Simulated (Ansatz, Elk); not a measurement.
## K3Al: X-ray structure factors from the self-consistent density

Structure refinements treat a crystal as free atoms side by side. For a made-up structure of K3Al (cell and positions from a PBE relaxation) the runs below show what the calculated density changes in F(hkl).

Calculated with Elk 11.2.3 (patched build); DFT, PBE, all-electron APW+lo, Dirac cores, scalar-relativistic bands, static density, no spin.

This account leaves out most program logs.

The structure was built from a prototype and need not be the compound's stable phase.

**1. Starting point**

The structure is cubic, space group Fm-3m (No. 225). Conventional cell: a = 9.062 Å, b = 9.062 Å, c = 9.062 Å, α = 90.00°, β = 90.00°, γ = 90.00°. Nearest to K lie 8 K at 3.92 Å. Nearest to K lie 4 K at 3.92 Å and 4 Al at 3.92 Å. Al has 8 K at 3.92 Å nearest. Farther neighbours are not listed.

**2. Ground state and structure factors**

An all-electron density is needed, since X-rays see the cores too. Task 0 finds the density and task 195 Fourier-transforms it; tshift is off so that phases refer to the origin typed.

File elk.in:

```
tasks
  0
  195

xctype
  20

spinpol
  .false.

rgkmax
  7.0

gmaxvr
  14.0

lmaxo
  7

lmaxapw
  8

swidth
  0.002

tshift
  .false.

ramdisk
  .false.

hmaxvr
  5.5

maxscl
  120

epspot
  1e-06

sppath
  './'

avec
  0.00000000000 8.56203005636 8.56203005636
  8.56203005636 -0.00000000000 8.56203005636
  8.56203005636 8.56203005636 0.00000000000

atoms
  2
  'K.in'
  3
  0.5000000000 0.5000000000 0.5000000000   0.000000 0.000000 0.000000
  0.7500000000 0.7500000000 0.7500000000   0.000000 0.000000 0.000000
  0.2500000000 0.2500000000 0.2500000000   0.000000 0.000000 0.000000
  'Al.in'
  1
  -0.0000000000 0.0000000000 0.0000000000   0.000000 0.000000 0.000000

ngridk
  5 5 5
```

Started as:

```bash
> OMP_NUM_THREADS=4 elk
```

Wall time 14 s (4 threads of AMD EPYC 9B45 (Zen 5), shared host); peak memory 0.22 GiB; 24 s of CPU time.

SFACRHO.OUT:

```text

h k l indices transformed by vhmat matrix:
   1.000000000       0.000000000       0.000000000    
   0.000000000       1.000000000       0.000000000    
   0.000000000       0.000000000       1.000000000    

      h      k      l  multipl.   |H|            Re(F)            Im(F)           |F|

      0      0      0      1   0.0000000       70.000000      0.56459389E-15   70.000000    
     -1     -1     -1      8  0.63552663      -5.3158984     -0.21049419E-14   5.3158984    
      0     -1     -1      6  0.73384294      -5.3684345      0.22753546E-14   5.3684345    
      1      1      2     12   1.0378106       55.013658     -0.59213040E-14   55.013658    
      2      1      0     24   1.2169408      -4.9131075     -0.19603808E-13   4.9131075    
      2      2      2      8   1.2710533      -4.8057977     -0.78543408E-14   4.8057977    
      0     -2     -2      6   1.4676859       48.195382      0.59708463E-14   48.195382    
     -1      0      2     24   1.5993736      -4.0148053     -0.21429175E-14   4.0148053    
      2      1     -1     24   1.6409227      -3.9129034      0.79761312E-14   3.9129034    
     -3     -1      0     24   1.7975408       43.414656     -0.15309206E-13   43.414656    
      0     -3     -2     24   1.9065799      -3.3174478     -0.65015393E-14   3.3174478    
      0      3      0      8   1.9065799      -3.2991152      0.43326331E-14   3.2991152    
      0     -2      2     12   2.0756213       39.873357     -0.89436019E-14   39.873357    
      2     -2     -1     48   2.1707367      -2.8329165     -0.10897098E-13   2.8329165    
      0      3     -1     24   2.2015288      -2.7941049      0.24678873E-13   2.7941049    
      0      3      3      6   2.2015288      -2.7952127      0.28645883E-13   2.7952127    
     -1     -4     -3     24   2.3206151       37.155132     -0.25494693E-13   37.155132    
     -1     -1      3     24   2.4060650      -2.5448085     -0.29418916E-13   2.5448085
```

Elk indexes on the primitive cell of elk.in and gives |H| = 4π sin θ/λ in inverse bohr. Below, one row stands for each form hkl of the conventional cell (m members, Friedel mates merged), F is for one primitive cell and the density is static (no thermal factor). Free-atom factors are Waasmaier and Kirfel's, and R is Σm||F|−|F'||/Σm|F|.

```csv
hkl,m,sin θ/λ (Å⁻¹),"abs F, DFT",neutral atoms,diff.
111,8,0.096,5.316,5.522,-0.206
200,6,0.110,5.368,5.457,-0.088
220,12,0.156,55.014,55.120,-0.106
311,24,0.183,4.913,4.805,+0.108
222,8,0.191,4.806,4.694,+0.112
400,6,0.221,48.195,48.175,+0.020
331,24,0.240,4.015,3.949,+0.066
420,24,0.247,3.913,3.854,+0.059
422,24,0.270,43.415,43.375,+0.039
511,24,0.287,3.317,3.278,+0.039
333,8,0.287,3.299,3.278,+0.021
440,12,0.312,39.873,39.830,+0.043
531,48,0.326,2.833,2.809,+0.024
442,24,0.331,2.794,2.763,+0.031
600,6,0.331,2.795,2.763,+0.032
620,24,0.349,37.155,37.111,+0.044
533,24,0.362,2.545,2.503,+0.042
622,24,0.366,2.505,2.474,+0.031
444,8,0.382,35.012,34.969,+0.043
711,24,0.394,2.345,2.317,+0.028
551,24,0.394,2.352,2.317,+0.035
640,24,0.398,2.331,2.300,+0.030
```

**3. The highest occupied states alone**

An energy window below the Fermi level keeps the highest occupied states, to see at which angles they scatter; shallow core shells can lie inside it and anion s states outside. No new self-consistency is needed.

Edit elk.in of step 2 so:

```diff
@@ -1,3 +1,2 @@
 tasks
-  0
   195
@@ -40,2 +39,5 @@
 
+wsfac
+  -0.484150 0.367090
+
 sppath
```

Started as:

```bash
> OMP_NUM_THREADS=4 elk
```

It took 6.2 s on 4 threads; peak memory 0.16 GiB; 6.7 s of CPU time.

States within 15 eV below the Fermi level hold 10.43 electrons; any levels below the window count with the cores, and a count that is not whole means the window cuts a band. Their amplitudes can exceed the total, where window and core parts have opposite phase:

```csv
hkl,sin θ/λ (Å⁻¹),"abs F, window","abs F, all"
111,0.096,1.666,5.316
200,0.110,2.167,5.368
220,0.156,3.291,55.014
311,0.183,0.184,4.913
222,0.191,2.169,4.806
400,0.221,1.982,48.195
331,0.240,0.079,4.015
420,0.247,1.586,3.913
422,0.270,1.256,43.415
511,0.287,0.117,3.317
```

**4. Another functional**

The difference from free atoms is small, so it is set against the change that LDA (Perdew-Wang) makes.

Edit elk.in of step 3 so:

```diff
@@ -1,2 +1,3 @@
 tasks
+  0
   195
@@ -4,3 +5,3 @@
 xctype
-  20
+  3
 
@@ -39,5 +40,2 @@
 
-wsfac
-  -0.484150 0.367090
-
 sppath
```

Started as:

```bash
> OMP_NUM_THREADS=4 elk
```

Run time: 9.2 s. Hardware: 4 threads; peak memory 0.22 GiB.

Against the first run R = 0.13 %; the largest change is -0.046 at 400.

**5. A coarser k-mesh**

About half the k-points along each axis test the sampling.

Edit elk.in of step 4 so:

```diff
@@ -5,3 +5,3 @@
 xctype
-  3
+  20
 
@@ -60,2 +60,2 @@
 ngridk
-  5 5 5
+  2 2 2
```

Started as:

```bash
> OMP_NUM_THREADS=4 elk
```

The job ended after 12 s (4 threads; peak memory 0.25 GiB; 16 s of CPU time).

Against the first run R = 0.03 %; the largest change is -0.090 at 111.

**6. Basis size**

The basis and the expansions that go with it are enlarged, to see whether the differences are converged.

Edit elk.in of step 5 so:

```diff
@@ -11,12 +11,12 @@
 rgkmax
-  7.0
+  8.5
 
 gmaxvr
-  14.0
+  18.0
 
 lmaxo
-  7
+  9
 
 lmaxapw
-  8
+  10
 
@@ -60,2 +60,2 @@
 ngridk
-  2 2 2
+  5 5 5
```

Started as:

```bash
> OMP_NUM_THREADS=4 elk
```

Elapsed: 32 s, on 4 threads; peak memory 0.57 GiB.

Against the first run R = 0.01 %; the largest change is -0.004 at 660.

**7. Settings against the effect**

```csv
run,R against the first run (%),"R against neutral atoms, low angle (%)",wall time
"PBE, rgkmax 7",0.00,0.48,14 s
LDA (Perdew-Wang),0.13,0.37,9.2 s
k-mesh 2×2×2,0.03,0.61,12 s
rgkmax 8.5 with larger expansions,0.01,0.48,32 s
```

**8. Results**

```yaml
r_against_neutral_atoms_sin_theta_lambda_0p3_a_minus1: 0.48 %
r_against_neutral_atoms_0p3_to_0p83_a_minus1: 0.21 %
```

**Reading.** Independent neutral atoms miss the calculated amplitudes by R = 0.48 % below 0.3 Å⁻¹ and 0.21 % from there to 0.83 Å⁻¹; by shells, 2.91 % below 0.15 Å⁻¹ (2 forms), 0.41 % 0.15 to 0.3 (9 forms), 0.29 % 0.3 to 0.45 (15 forms), 0.20 % above 0.45 (96 forms). Bonding, aspherical density and the tables' own atoms all enter these figures, and the runs don't part them. The largest change of an amplitude is -0.21 electrons, at 111. The window's part falls from 10.4 electrons at the origin to at most 0.14 between 0.45 and 0.83 Å⁻¹. The window holds more than the 6 outer electrons of the free atoms, so shallow core shells lie inside it. Below 0.3 Å⁻¹ the changes that finished (LDA (Perdew-Wang), k-mesh 2×2×2 and rgkmax 8.5 with larger expansions) move F by R = 0.14 % at most, against the 0.48 % that separates it from free atoms. A single amplitude moves by up to 0.09 electrons, against 0.21 for the largest difference from free atoms. Part of the difference isn't bonding: the tables are fits to free atoms and ions calculated by other methods than this functional. Thermal motion, anomalous dispersion and extinction are left out.

[Logs are printed without paths, hosts, clocks, repeated set-up lines and the standing remarks that a program may print on its own settings, such as how far it seeks lower states.]

[Hosts, paths, dates, database ids (printed as entryN), source tags and the programs' standing remarks are cut or masked in the printed files.]
